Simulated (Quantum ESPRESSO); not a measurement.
**MnS: which magnetic order is lowest**

Does MnS prefer parallel or opposed moments?

Main program and level: Quantum ESPRESSO 7.5; PBE with U = 4 eV on Mn d (ortho-atomic projectors); plane waves with GBRV 1.5 PBE potentials, no spin-orbit coupling.

Most raw output is cut from this account.

The database entry behind the starting cell differs from later determinations by our own check (an axis about 0.2 % short against later determinations), so it need not match the best structure at ambient conditions.

## 1. The starting structure

The structure is cubic, space group Fm-3m (No. 225). The conventional cell has a = 5.209 Å, b = 5.209 Å, c = 5.209 Å, α = 90.00°, β = 90.00°, γ = 90.00°. Nearest to Mn lie 6 S at 2.60 Å. S has 6 Mn at 2.60 Å nearest. Farther neighbours and most contacts between anions are not listed.

The cell comes from the Crystallography Open Database.

## 2. Run 1 (ferro +)

The signs are those of the starting moments on the seeded atoms, the atoms that are given a moment.

Input file pw.in:

```
&CONTROL
  calculation = 'scf'
  prefix = 'pwscf'
  outdir = './tmp'
  pseudo_dir = './pseudo'
  disk_io = 'nowf'
/
&SYSTEM
  ibrav = 0
  celldm(1) = 8
  nat = 2
  ntyp = 2
  ecutwfc = 40
  ecutrho = 280
  nbnd = 19
  occupations = 'smearing'
  smearing = 'fd'
  degauss = 0.00734986
  nspin = 2
  starting_magnetization(1) = 0.3
  starting_magnetization(2) = 0
/
&ELECTRONS
  conv_thr = 4d-09
  electron_maxstep = 150
  mixing_beta = 0.3
/
ATOMIC_SPECIES
Mn     54.9380 mn_pbe_v1.5.uspp.F.UPF
S      32.0600 s_pbe_v1.4.uspp.F.UPF
CELL_PARAMETERS alat
   0.0000000000000    0.6152239614485    0.6152239614485
   0.6152239614485    0.0000000000000    0.6152239614485
   0.6152239614485    0.6152239614485    0.0000000000000
ATOMIC_POSITIONS crystal
Mn      0.0000000000    0.0000000000    0.0000000000
S       0.5000000000    0.5000000000    0.5000000000
K_POINTS automatic
10 10 10 0 0 0
HUBBARD {ortho-atomic}
U Mn-3d 4.0000
```

Launch:

```sh
$ OMP_NUM_THREADS=1 mpirun -n 2 pw.x -nk 2 -in pw.in > pw.out
```

The job ended after 19 s (2 MPI ranks of Arm Neoverse V1, shared host; peak memory 0.21 GiB; 38 s of CPU time).

Spin moment in the atom's sphere by atom:

```tsv
atom	spin moment in the atom's sphere (μB)
Mn1	4.51
S2	0.11
```

Numbers from this step:

| Item | Value |
| --- | --- |
| smearing term TS | 2.80e-4 eV |
| magnetization | 5 μB |
| absolute magnetization | 5 μB |
| final state | ferromagnetic |

## 3. Run 2, typed as antiferro q=(0,1/2,1/2) +−

The cell is doubled to 4 atoms to hold this order. The wavevector q is in fractions of the reciprocal vectors of the crystal's primitive cell, as the cells of these inputs are built from it; moments change sign between cells as cos(2π q·R).

Input file pw.in:

```
&CONTROL
  calculation = 'scf'
  prefix = 'pwscf'
  outdir = './tmp'
  pseudo_dir = './pseudo'
  disk_io = 'nowf'
/
&SYSTEM
  ibrav = 0
  celldm(1) = 8
  nat = 4
  ntyp = 3
  ecutwfc = 40
  ecutrho = 280
  nbnd = 30
  occupations = 'smearing'
  smearing = 'fd'
  degauss = 0.00734986
  nspin = 2
  starting_magnetization(1) = 0.3
  starting_magnetization(2) = -0.3
  starting_magnetization(3) = 0
/
&ELECTRONS
  conv_thr = 8d-09
  electron_maxstep = 150
  mixing_beta = 0.3
/
ATOMIC_SPECIES
Mn1    54.9380 mn_pbe_v1.5.uspp.F.UPF
Mn2    54.9380 mn_pbe_v1.5.uspp.F.UPF
S      32.0600 s_pbe_v1.4.uspp.F.UPF
CELL_PARAMETERS alat
   0.0000000000000    0.6152239614485    0.6152239614485
   1.2304479228970    0.0000000000000    1.2304479228970
   1.2304479228970    0.6152239614485    0.6152239614485
ATOMIC_POSITIONS crystal
Mn1     0.0000000000    0.0000000000    0.0000000000
Mn2     0.0000000000    0.5000000000    0.0000000000
S       0.5000000000    0.0000000000    0.5000000000
S       0.5000000000    0.5000000000    0.5000000000
K_POINTS automatic
10 5 10 0 0 0
HUBBARD {ortho-atomic}
U Mn1-3d 4.0000
U Mn2-3d 4.0000
```

The job ended after 2.5 min (2 MPI ranks; peak memory 0.45 GiB).

Spin moment in the atom's sphere by atom:

```tsv
atom	spin moment in the atom's sphere (μB)
Mn1	4.48
Mn2	-4.48
S3	-0.04
S4	0.04
```

Read from the output:

- smearing term TS: 2.51e-4 eV
- magnetization: 0 μB
- absolute magnetization: 9.719 μB
- final state: antiferromagnetic

## 4. Start 3: antiferro q=(0,0,1/2) +−

The cell is doubled to 4 atoms to hold this order.

Edit pw.in of step 3 so:

```diff
@@ -34,11 +34,11 @@
    0.0000000000000    0.6152239614485    0.6152239614485
-   1.2304479228970    0.0000000000000    1.2304479228970
-   1.2304479228970    0.6152239614485    0.6152239614485
+   0.6152239614485    0.0000000000000    0.6152239614485
+   1.2304479228970    1.2304479228970    0.0000000000000
 ATOMIC_POSITIONS crystal
 Mn1     0.0000000000    0.0000000000    0.0000000000
-Mn2     0.0000000000    0.5000000000    0.0000000000
-S       0.5000000000    0.0000000000    0.5000000000
-S       0.5000000000    0.5000000000    0.5000000000
+Mn2     0.0000000000    0.0000000000    0.5000000000
+S       0.5000000000    0.5000000000    0.2500000000
+S       0.5000000000    0.5000000000    0.7500000000
 K_POINTS automatic
-10 5 10 0 0 0
+10 10 5 0 0 0
 HUBBARD {ortho-atomic}
```

Wall time 100 s (2 MPI ranks); peak memory 0.41 GiB; 3.3 min of CPU time.

Spin moment in the atom's sphere by atom:

```tsv
atom	spin moment in the atom's sphere (μB)
Mn1	4.43
Mn2	-4.43
S3	0.00
S4	0.00
```

Numbers from this step:

```yaml
smearing_term_ts: 8.87e-7 eV
magnetization: 0 μB
absolute_magnetization: 9.474 μB
final_state: antiferromagnetic
```

## 5. The states side by side

An order is kept where moments of 0.15 μB or more survive with the typed signs; meshes match where a doubled cell samples the same k points as the first cell.

Orders:

```tsv
start	final state	typed order kept	energy over the lowest (meV a seeded atom)	largest site moment (μB)	net moment (μB a cell of the first run)	mesh matched	CPU time (s)
ferro +	ferromagnetic	yes	56.62	4.507	5	yes	38.07
antiferro q=(0,1/2,1/2) +-	antiferromagnetic	yes	35.18	4.485	0	yes	297.1
antiferro q=(0,0,1/2) +-	antiferromagnetic	yes	0	4.425	0	yes	199
```

## 6. Couplings from the energies

E = −Σ J e·e over ordered pairs of unit vectors, so each pair counts twice. As many shells are taken as there are differences of energy, so the couplings are solved for and no residual tests the model; further shells are folded in, and shells whose pairs keep their relative signs in all orders cancel and are not probed. Couplings from the energies:

```tsv
pair	distance (Å)	neighbours an atom	J (meV)
Mn-Mn	3.683	12	-1.34
Mn-Mn	5.209	6	-3.378
```

## 7. The lowest state again, with its states saved

Edit pw.in of step 4 so:

```diff
@@ -5,3 +5,3 @@
   pseudo_dir = './pseudo'
-  disk_io = 'nowf'
+  disk_io = 'low'
 /
@@ -14,3 +14,3 @@
   ecutrho = 280
-  nbnd = 30
+  nbnd = 34
   occupations = 'smearing'
```

Wall time 93 s (2 MPI ranks); peak memory 0.4 GiB; 3.1 min of CPU time.

This step gave:

- smearing term TS: 8.87e-7 eV
- magnetization: 0 μB
- absolute magnetization: 9.474 μB
- final state: antiferromagnetic
- largest moment: 4.425 μB

## 8. Löwdin moments

projwfc.x projects the saved states on orthogonalised atomic orbitals of the pseudopotential files.

The job ended after 2.7 s (2 MPI ranks; peak memory 0.12 GiB).

```tsv
atom	moment in the sphere (μB)	Löwdin moment (μB)	Löwdin charge (e)
Mn1	4.426	4.734	14.900
Mn2	-4.425	-4.734	14.900
S3	0.000	0.000	6.069
S4	0.000	0.000	6.069
```

## 9. Occupations of the corrected shells in the lowest state

Occupations of the Hubbard shells:

```tsv
block	type	shell	spin	electrons	occupation numbers
1	Mn1	3d	up	4.966	0.990 0.990 0.996 0.996 0.996
1	Mn1	3d	down	0.3011	0.022 0.022 0.022 0.117 0.117
2	Mn2	3d	up	0.3011	0.022 0.022 0.022 0.117 0.117
2	Mn2	3d	down	4.966	0.990 0.990 0.996 0.996 0.996
```

## 10. What came out

```yaml
lowest_state_found: antiferromagnetic (from antiferro q=(0,0,1/2) +-)
largest_site_moment: 4.43 μB
next_state_with_moments: antiferromagnetic, 35.2 meV a seeded atom higher
j_of_the_weightiest_shell: -3.38 meV
```

In words: The largest moment changes by 1.8 % between the kept orders, as for well localised moments. The largest moment reads 4.43 μB in the sphere and 4.73 μB by Löwdin projection; a site moment hangs on how space is shared out. Only these 3 starts were compared; other wavevectors, canted and longer-period orders were not. Energies are free energies at an electronic temperature of 1160 K, which lowers moments and differences where the moments are itinerant.

[Logs and program files are shortened in this print: banners, set-up blocks, solver, clock and traceback lines can be left out without a mark of their own.]

[Logs are printed without paths, hosts, clocks, repeated set-up lines and the standing remarks that a program may print on its own settings, such as how far it seeks lower states.]

[Hosts, paths, dates, database ids (printed as entryN), source tags and the programs' standing remarks are cut or masked in the printed files.]

[Where a cell is said to come from a database of computed structures, the database is the Materials Project.]
